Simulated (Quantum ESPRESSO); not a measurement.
# Cobalt: a ladder in the functional

Aim: see how far moments and order energies of Cobalt move with the functional, and what each rung costs.

Main program and level: Quantum ESPRESSO 7.5; LDA; plane waves with GBRV 1.5 LDA potentials, no spin-orbit coupling (settings of the first rung).

**1. Set-up**

The structure is hexagonal, space group P6_3/mmc (No. 194). The conventional cell has a = 2.507 Å, b = 2.507 Å, c = 4.070 Å, α = 90.00°, β = 90.00°, γ = 120.00°. Co has 12 Co at 2.50 to 2.51 Å nearest.

The cell comes from the Crystallography Open Database.

**2. Rung 1, start ferro ++**

Contents of pw.in:

```
&CONTROL
  calculation = 'scf'
  prefix = 'pwscf'
  outdir = './tmp'
  pseudo_dir = './pseudo'
  disk_io = 'nowf'
  tprnfor = .true.
  tstress = .true.
/
&SYSTEM
  ibrav = 0
  nat = 2
  ntyp = 1
  ecutwfc = 40
  ecutrho = 280
  nbnd = 26
  occupations = 'smearing'
  smearing = 'fd'
  degauss = 0.00367493
  nspin = 2
  starting_magnetization(1) = 0.1176
/
&ELECTRONS
  conv_thr = 4d-09
  electron_maxstep = 150
  mixing_beta = 0.3
/
ATOMIC_SPECIES
Co     58.9332 co_lda_v1.2.uspp.F.UPF
CELL_PARAMETERS bohr
   4.7382992849    0.0000000000    0.0000000000
  -2.3691496424    4.1034875514    0.0000000000
   0.0000000000    0.0000000000    7.6909963546
ATOMIC_POSITIONS crystal
Co      0.3333333333    0.6666666667    0.2500000000
Co      0.6666666667    0.3333333333    0.7500000000
K_POINTS automatic
12 12 12 0 0 0
```

The run is started by

```bash
OMP_NUM_THREADS=1 mpirun -n 2 pw.x -nk 2 -in pw.in > pw.out
```

The program printed:

```text
Program PWSCF v.7.5 starts

     Message from routine setup:
     using ibrav=0 with symmetry is DISCOURAGED, use correct ibrav instead

     K-points division:     npool     =       2
     Subspace diagonalization in iterative solution of the eigenvalue problem:

     bravais-lattice index     =            0
     lattice parameter (alat)  =       4.7383  a.u.
     unit-cell volume          =     149.5403 (a.u.)^3
     number of atoms/cell      =            2
     number of atomic types    =            1
     number of electrons       =        34.00
     number of Kohn-Sham states=           26
     kinetic-energy cutoff     =      40.0000  Ry
     charge density cutoff     =     280.0000  Ry
     scf convergence threshold =      4.0E-09
     mixing beta               =       0.3000
     number of iterations used =            8  plain     mixing
     Exchange-correlation= SLA  PZ   NOGX NOGC
                           (   1   1   0   0   0   0   0)

     celldm(1)=   4.738299  celldm(2)=   0.000000  celldm(3)=   0.000000
     celldm(4)=   0.000000  celldm(5)=   0.000000  celldm(6)=   0.000000

     crystal axes: (cart. coord. in units of alat)
               a(1) = (   1.000000   0.000000   0.000000 )
               a(2) = (  -0.500000   0.866025   0.000000 )
               a(3) = (   0.000000   0.000000   1.623155 )

     reciprocal axes: (cart. coord. in units 2 pi/alat)
               b(1) = (  1.000000  0.577350 -0.000000 )
               b(2) = (  0.000000  1.154701  0.000000 )
               b(3) = (  0.000000 -0.000000  0.616084 )

     PseudoPot. # 1 for Co read from file:
     co_lda_v1.2.uspp.F.UPF
     Pseudo is Ultrasoft + core correction, Zval = 17.0

     atomic species   valence    mass     pseudopotential
     Co               17.00    58.93320     Co( 1.00)

     Starting magnetic structure
     atomic species   magnetization
     Co              0.118

     24 Sym. Ops., with inversion, found (12 have fractional translation)

   Cartesian axes

     site n.     atom                  positions (alat units)
         1        Co     tau(   1) = (  -0.0000000   0.5773503   0.4057889  )
         2        Co     tau(   2) = (   0.5000000   0.2886751   1.2173666  )

     number of k points=   133  Fermi-Dirac smearing, width (Ry)=  0.0037

     Number of k-points >= 100: set verbosity='high' to print them.

     Dense  grid:    11825 G-vectors     FFT dimensions: (  25,  25,  48)

     Smooth grid:     5191 G-vectors     FFT dimensions: (  20,  20,  32)

     Check: negative core charge=   -0.000055
     Generating pointlists ...
     new r_m :   0.4108 (alat units)  1.9467 (a.u.) for type    1

     Initial potential from superposition of free atoms

     starting charge      32.0000, renormalised to      34.0000
     Starting wfcs are   26 randomized atomic wfcs

     Self-consistent Calculation

     iteration #  1     ecut=    40.00 Ry     beta= 0.30
     Davidson diagonalization with overlap
     ethr =  1.00E-02,  avg # of iterations =  4.6

     total energy              =    -593.34996224 Ry
     estimated scf accuracy    <      14.98399638 Ry

     total magnetization       =     2.03 Bohr mag/cell
     absolute magnetization    =     2.09 Bohr mag/cell

     iteration #  2     ecut=    40.00 Ry     beta= 0.30
     Davidson diagonalization with overlap
     ethr =  1.00E-02,  avg # of iterations =  2.4

     total energy              =    -596.54014437 Ry
     estimated scf accuracy    <       0.75209159 Ry

     total magnetization       =     3.04 Bohr mag/cell
     absolute magnetization    =     3.19 Bohr mag/cell

     [... further iterations left out ...]

     iteration # 11     ecut=    40.00 Ry     beta= 0.30
     Davidson diagonalization with overlap
     ethr =  2.94E-10,  avg # of iterations =  1.2

     total energy              =    -596.67452310 Ry
     estimated scf accuracy    <       0.00000001 Ry

     total magnetization       =     3.32 Bohr mag/cell
     absolute magnetization    =     3.58 Bohr mag/cell

     iteration # 12     ecut=    40.00 Ry     beta= 0.30
     Davidson diagonalization with overlap
     ethr =  3.88E-11,  avg # of iterations =  1.6

     Magnetic moment per site  (integrated on atomic sphere of radius R)
     atom   1 (R=0.411)  charge= 15.6186  magn=  1.7198
     atom   2 (R=0.411)  charge= 15.6186  magn=  1.7198

     End of self-consistent calculation

     Number of k-points >= 100: set verbosity='high' to print the bands.

     the Fermi energy is    17.5630 ev

!    total energy              =    -596.67452311 Ry
     estimated scf accuracy    <          6.3E-10 Ry
     smearing contrib. (-TS)   =      -0.00116235 Ry
     internal energy E=F+TS    =    -596.67336075 Ry

     The total energy is F=E-TS. E is the sum of the following terms:
     one-electron contribution =    -313.80876844 Ry
     hartree contribution      =     177.83143926 Ry
     xc contribution           =     -64.44467151 Ry
     ewald contribution        =    -396.25136006 Ry

     total magnetization       =     3.32 Bohr mag/cell
     absolute magnetization    =     3.58 Bohr mag/cell

     convergence has been achieved in  12 iterations

     Forces acting on atoms (cartesian axes, Ry/au):

     atom    1 type  1   force =     0.00000000    0.00000000    0.00000000
     atom    2 type  1   force =     0.00000000   -0.00000000    0.00000000

     Total force =     0.000000     Total SCF correction =     0.000000

     Computing stress (Cartesian axis) and pressure

          total   stress  (Ry/bohr**3)                   (kbar)     P=     -210.03
  -0.00138883   0.00000000  -0.00000000         -204.30        0.00       -0.00
   0.00000000  -0.00138883   0.00000000            0.00     -204.30        0.00
   0.00000000   0.00000000  -0.00150560            0.00        0.00     -221.48

=------------------------------------------------------------------------------=
   JOB DONE.
=------------------------------------------------------------------------------=
```

Run time: 32 s. Hardware: 2 MPI ranks of Intel Xeon Platinum 8259CL at 2.50GHz (Skylake/Cascade Lake), shared host; peak memory 0.23 GiB; 64 s of CPU time.

Spin moment in the atom's sphere by atom:

```
atom  spin moment in the atom's sphere (μB)
 Co1                                   1.72
 Co2                                   1.72
```

This step gave:

- magnetization: 3.322 μB
- final state: ferromagnetic

**3. Rung 1, start antiferro +-**

pw.in: that of step 2 with these lines changed.

```diff
@@ -12,6 +12,6 @@
   nat = 2
-  ntyp = 1
+  ntyp = 2
   ecutwfc = 40
   ecutrho = 280
-  nbnd = 26
+  nbnd = 24
   occupations = 'smearing'
@@ -21,2 +21,3 @@
   starting_magnetization(1) = 0.1176
+  starting_magnetization(2) = -0.1176
 /
@@ -28,3 +29,4 @@
 ATOMIC_SPECIES
-Co     58.9332 co_lda_v1.2.uspp.F.UPF
+Co1    58.9332 co_lda_v1.2.uspp.F.UPF
+Co2    58.9332 co_lda_v1.2.uspp.F.UPF
 CELL_PARAMETERS bohr
@@ -34,4 +36,4 @@
 ATOMIC_POSITIONS crystal
-Co      0.3333333333    0.6666666667    0.2500000000
-Co      0.6666666667    0.3333333333    0.7500000000
+Co1     0.3333333333    0.6666666667    0.2500000000
+Co2     0.6666666667    0.3333333333    0.7500000000
 K_POINTS automatic
```

The program printed:

```text
     [... lines left out ...]
Program PWSCF v.7.5 starts
     [... lines left out ...]
     number of atoms/cell      =            2
     [... lines left out ...]
     number of electrons       =        34.00
     number of Kohn-Sham states=           24
     kinetic-energy cutoff     =      40.0000  Ry
     charge density cutoff     =     280.0000  Ry
     scf convergence threshold =      4.0E-09
     [... lines left out ...]
     12 Sym. Ops. (no inversion) found ( 6 have fractional translation)
     [... lines left out ...]
     number of k points=   133  Fermi-Dirac smearing, width (Ry)=  0.0037
     [... lines left out ...]
     iteration # 19     ecut=    40.00 Ry     beta= 0.30
     [... lines left out ...]
     Magnetic moment per site  (integrated on atomic sphere of radius R)
     atom   1 (R=0.411)  charge= 15.6208  magn=  1.0056
     atom   2 (R=0.411)  charge= 15.6208  magn= -1.0056
     [... lines left out ...]
     the Fermi energy is    17.5569 ev
!    total energy              =    -596.64144184 Ry
     estimated scf accuracy    <          2.5E-10 Ry
     smearing contrib. (-TS)   =      -0.00311352 Ry
     [... lines left out ...]
     total magnetization       =    -0.00 Bohr mag/cell
     absolute magnetization    =     2.05 Bohr mag/cell
     convergence has been achieved in  19 iterations
     [... lines left out ...]
     Total force =     0.000000     Total SCF correction =     0.000000
     [... lines left out ...]
          total   stress  (Ry/bohr**3)                   (kbar)     P=     -272.08
     [... lines left out ...]
```

Elapsed: 44 s, on 2 MPI ranks; peak memory 0.23 GiB.

Spin moment in the atom's sphere by atom:

```
atom  spin moment in the atom's sphere (μB)
 Co1                                   1.01
 Co2                                  -1.01
```

This step gave:

| Quantity | Value |
| --- | --- |
| magnetization | 0 μB |
| final state | antiferromagnetic |

**4. Rung 2, start ferro ++**

Contents of pw.in:

```
&CONTROL
  calculation = 'scf'
  prefix = 'pwscf'
  outdir = './tmp'
  pseudo_dir = './pseudo'
  disk_io = 'nowf'
  tprnfor = .true.
  tstress = .true.
/
&SYSTEM
  ibrav = 0
  nat = 2
  ntyp = 1
  ecutwfc = 40
  ecutrho = 280
  nbnd = 26
  occupations = 'smearing'
  smearing = 'fd'
  degauss = 0.00367493
  nspin = 2
  starting_magnetization(1) = 0.1176
/
&ELECTRONS
  conv_thr = 4d-09
  electron_maxstep = 150
  mixing_beta = 0.3
/
ATOMIC_SPECIES
Co     58.9332 co_pbesol_v1.2.uspp.F.UPF
CELL_PARAMETERS bohr
   4.7382992849    0.0000000000    0.0000000000
  -2.3691496424    4.1034875514    0.0000000000
   0.0000000000    0.0000000000    7.6909963546
ATOMIC_POSITIONS crystal
Co      0.3333333333    0.6666666667    0.2500000000
Co      0.6666666667    0.3333333333    0.7500000000
K_POINTS automatic
12 12 12 0 0 0
```

The program printed:

```text
     [... lines left out ...]
Program PWSCF v.7.5 starts
     [... lines left out ...]
     number of atoms/cell      =            2
     [... lines left out ...]
     number of electrons       =        34.00
     number of Kohn-Sham states=           26
     kinetic-energy cutoff     =      40.0000  Ry
     charge density cutoff     =     280.0000  Ry
     scf convergence threshold =      4.0E-09
     [... lines left out ...]
     24 Sym. Ops., with inversion, found (12 have fractional translation)
     [... lines left out ...]
     number of k points=   133  Fermi-Dirac smearing, width (Ry)=  0.0037
     [... lines left out ...]
     iteration # 11     ecut=    40.00 Ry     beta= 0.30
     [... lines left out ...]
     Magnetic moment per site  (integrated on atomic sphere of radius R)
     atom   1 (R=0.411)  charge= 15.6048  magn=  1.7730
     atom   2 (R=0.411)  charge= 15.6048  magn=  1.7730
     [... lines left out ...]
     the Fermi energy is    17.8476 ev
!    total energy              =    -596.54211261 Ry
     estimated scf accuracy    <          1.3E-10 Ry
     smearing contrib. (-TS)   =      -0.00105899 Ry
     [... lines left out ...]
     total magnetization       =     3.39 Bohr mag/cell
     absolute magnetization    =     3.73 Bohr mag/cell
     convergence has been achieved in  11 iterations
     [... lines left out ...]
     Total force =     0.000000     Total SCF correction =     0.000000
     [... lines left out ...]
          total   stress  (Ry/bohr**3)                   (kbar)     P=     -129.46
     [... lines left out ...]
```

Elapsed: 28 s, on 2 MPI ranks; peak memory 0.23 GiB; 55 s of CPU time.

Numbers from this step:

* magnetization: 3.393 μB
* final state: ferromagnetic
* largest moment: 1.773 μB

**5. Rung 2, start antiferro +-**

pw.in: that of step 4 with these lines changed.

```diff
@@ -12,6 +12,6 @@
   nat = 2
-  ntyp = 1
+  ntyp = 2
   ecutwfc = 40
   ecutrho = 280
-  nbnd = 26
+  nbnd = 24
   occupations = 'smearing'
@@ -21,2 +21,3 @@
   starting_magnetization(1) = 0.1176
+  starting_magnetization(2) = -0.1176
 /
@@ -28,3 +29,4 @@
 ATOMIC_SPECIES
-Co     58.9332 co_pbesol_v1.2.uspp.F.UPF
+Co1    58.9332 co_pbesol_v1.2.uspp.F.UPF
+Co2    58.9332 co_pbesol_v1.2.uspp.F.UPF
 CELL_PARAMETERS bohr
@@ -34,4 +36,4 @@
 ATOMIC_POSITIONS crystal
-Co      0.3333333333    0.6666666667    0.2500000000
-Co      0.6666666667    0.3333333333    0.7500000000
+Co1     0.3333333333    0.6666666667    0.2500000000
+Co2     0.6666666667    0.3333333333    0.7500000000
 K_POINTS automatic
```

The program printed:

```text
     [... lines left out ...]
Program PWSCF v.7.5 starts
     [... lines left out ...]
     number of atoms/cell      =            2
     [... lines left out ...]
     number of electrons       =        34.00
     number of Kohn-Sham states=           24
     kinetic-energy cutoff     =      40.0000  Ry
     charge density cutoff     =     280.0000  Ry
     scf convergence threshold =      4.0E-09
     [... lines left out ...]
     12 Sym. Ops. (no inversion) found ( 6 have fractional translation)
     [... lines left out ...]
     number of k points=   133  Fermi-Dirac smearing, width (Ry)=  0.0037
     [... lines left out ...]
     iteration # 14     ecut=    40.00 Ry     beta= 0.30
     [... lines left out ...]
     Magnetic moment per site  (integrated on atomic sphere of radius R)
     atom   1 (R=0.411)  charge= 15.6070  magn=  1.1992
     atom   2 (R=0.411)  charge= 15.6070  magn= -1.2001
     [... lines left out ...]
     the Fermi energy is    17.8510 ev
!    total energy              =    -596.50433694 Ry
     estimated scf accuracy    <          3.8E-09 Ry
     smearing contrib. (-TS)   =      -0.00284583 Ry
     [... lines left out ...]
     total magnetization       =    -0.00 Bohr mag/cell
     absolute magnetization    =     2.46 Bohr mag/cell
     convergence has been achieved in  14 iterations
     [... lines left out ...]
     Total force =     0.000000     Total SCF correction =     0.000000
     [... lines left out ...]
          total   stress  (Ry/bohr**3)                   (kbar)     P=     -179.95
     [... lines left out ...]
```

It took 31 s on 2 MPI ranks; peak memory 0.23 GiB; 62 s of CPU time.

Read from the output:

```yaml
magnetization: 0 μB
final_state: antiferromagnetic
largest_moment: 1.200 μB
```

**6. Rung 3, start ferro ++**

Contents of pw.in:

```
&CONTROL
  calculation = 'scf'
  prefix = 'pwscf'
  outdir = './tmp'
  pseudo_dir = './pseudo'
  disk_io = 'nowf'
  tprnfor = .true.
  tstress = .true.
/
&SYSTEM
  ibrav = 0
  nat = 2
  ntyp = 1
  ecutwfc = 40
  ecutrho = 280
  nbnd = 26
  occupations = 'smearing'
  smearing = 'fd'
  degauss = 0.00367493
  nspin = 2
  starting_magnetization(1) = 0.1176
/
&ELECTRONS
  conv_thr = 4d-09
  electron_maxstep = 150
  mixing_beta = 0.3
/
ATOMIC_SPECIES
Co     58.9332 co_pbe_v1.2.uspp.F.UPF
CELL_PARAMETERS bohr
   4.7382992849    0.0000000000    0.0000000000
  -2.3691496424    4.1034875514    0.0000000000
   0.0000000000    0.0000000000    7.6909963546
ATOMIC_POSITIONS crystal
Co      0.3333333333    0.6666666667    0.2500000000
Co      0.6666666667    0.3333333333    0.7500000000
K_POINTS automatic
12 12 12 0 0 0
```

The program printed:

```text
     [... lines left out ...]
Program PWSCF v.7.5 starts
     [... lines left out ...]
     number of atoms/cell      =            2
     [... lines left out ...]
     number of electrons       =        34.00
     number of Kohn-Sham states=           26
     kinetic-energy cutoff     =      40.0000  Ry
     charge density cutoff     =     280.0000  Ry
     scf convergence threshold =      4.0E-09
     [... lines left out ...]
     24 Sym. Ops., with inversion, found (12 have fractional translation)
     [... lines left out ...]
     number of k points=   133  Fermi-Dirac smearing, width (Ry)=  0.0037
     [... lines left out ...]
     iteration # 11     ecut=    40.00 Ry     beta= 0.30
     [... lines left out ...]
     Magnetic moment per site  (integrated on atomic sphere of radius R)
     atom   1 (R=0.411)  charge= 15.6083  magn=  1.7774
     atom   2 (R=0.411)  charge= 15.6083  magn=  1.7774
     [... lines left out ...]
     the Fermi energy is    18.0301 ev
!    total energy              =    -596.97820424 Ry
     estimated scf accuracy    <          4.8E-10 Ry
     smearing contrib. (-TS)   =      -0.00105447 Ry
     [... lines left out ...]
     total magnetization       =     3.39 Bohr mag/cell
     absolute magnetization    =     3.75 Bohr mag/cell
     convergence has been achieved in  11 iterations
     [... lines left out ...]
     Total force =     0.000000     Total SCF correction =     0.000000
     [... lines left out ...]
          total   stress  (Ry/bohr**3)                   (kbar)     P=      -33.77
     [... lines left out ...]
```

It took 28 s on 2 MPI ranks; peak memory 0.23 GiB.

Read from the output:

```
magnetization  : 3.388 μB
final state    : ferromagnetic
largest moment : 1.777 μB
```

**7. Rung 3, start antiferro +-**

pw.in: that of step 6 with these lines changed.

```diff
@@ -12,6 +12,6 @@
   nat = 2
-  ntyp = 1
+  ntyp = 2
   ecutwfc = 40
   ecutrho = 280
-  nbnd = 26
+  nbnd = 24
   occupations = 'smearing'
@@ -21,2 +21,3 @@
   starting_magnetization(1) = 0.1176
+  starting_magnetization(2) = -0.1176
 /
@@ -28,3 +29,4 @@
 ATOMIC_SPECIES
-Co     58.9332 co_pbe_v1.2.uspp.F.UPF
+Co1    58.9332 co_pbe_v1.2.uspp.F.UPF
+Co2    58.9332 co_pbe_v1.2.uspp.F.UPF
 CELL_PARAMETERS bohr
@@ -34,4 +36,4 @@
 ATOMIC_POSITIONS crystal
-Co      0.3333333333    0.6666666667    0.2500000000
-Co      0.6666666667    0.3333333333    0.7500000000
+Co1     0.3333333333    0.6666666667    0.2500000000
+Co2     0.6666666667    0.3333333333    0.7500000000
 K_POINTS automatic
```

The program printed:

```text
     [... lines left out ...]
Program PWSCF v.7.5 starts
     [... lines left out ...]
     number of atoms/cell      =            2
     [... lines left out ...]
     number of electrons       =        34.00
     number of Kohn-Sham states=           24
     kinetic-energy cutoff     =      40.0000  Ry
     charge density cutoff     =     280.0000  Ry
     scf convergence threshold =      4.0E-09
     [... lines left out ...]
     12 Sym. Ops. (no inversion) found ( 6 have fractional translation)
     [... lines left out ...]
     number of k points=   133  Fermi-Dirac smearing, width (Ry)=  0.0037
     [... lines left out ...]
     iteration # 15     ecut=    40.00 Ry     beta= 0.30
     [... lines left out ...]
     Magnetic moment per site  (integrated on atomic sphere of radius R)
     atom   1 (R=0.411)  charge= 15.6106  magn=  1.2263
     atom   2 (R=0.411)  charge= 15.6105  magn= -1.2271
     [... lines left out ...]
     the Fermi energy is    18.0362 ev
!    total energy              =    -596.93989228 Ry
     estimated scf accuracy    <          1.5E-09 Ry
     smearing contrib. (-TS)   =      -0.00281296 Ry
     [... lines left out ...]
     total magnetization       =    -0.00 Bohr mag/cell
     absolute magnetization    =     2.52 Bohr mag/cell
     convergence has been achieved in  15 iterations
     [... lines left out ...]
     Total force =     0.000000     Total SCF correction =     0.000000
     [... lines left out ...]
          total   stress  (Ry/bohr**3)                   (kbar)     P=      -80.57
     [... lines left out ...]
```

Run time: 37 s. Hardware: 2 MPI ranks; peak memory 0.23 GiB; 73 s of CPU time.

Read from the output:

```yaml
magnetization: 0 μB
final_state: antiferromagnetic
largest_moment: 1.227 μB
```

(Part 1 of 2 ends here.)

[Logs and program files are shortened in this print: banners, set-up blocks, solver, clock and traceback lines can be left out without a mark of their own.]

[Logs are printed without paths, hosts, clocks, repeated set-up lines and the standing remarks that a program may print on its own settings, such as how far it seeks lower states.]

[Hosts, paths, dates, database ids (printed as entryN), source tags and the programs' standing remarks are cut or masked in the printed files.]

[Where a cell is said to come from a database of computed structures, the database is the Materials Project.]
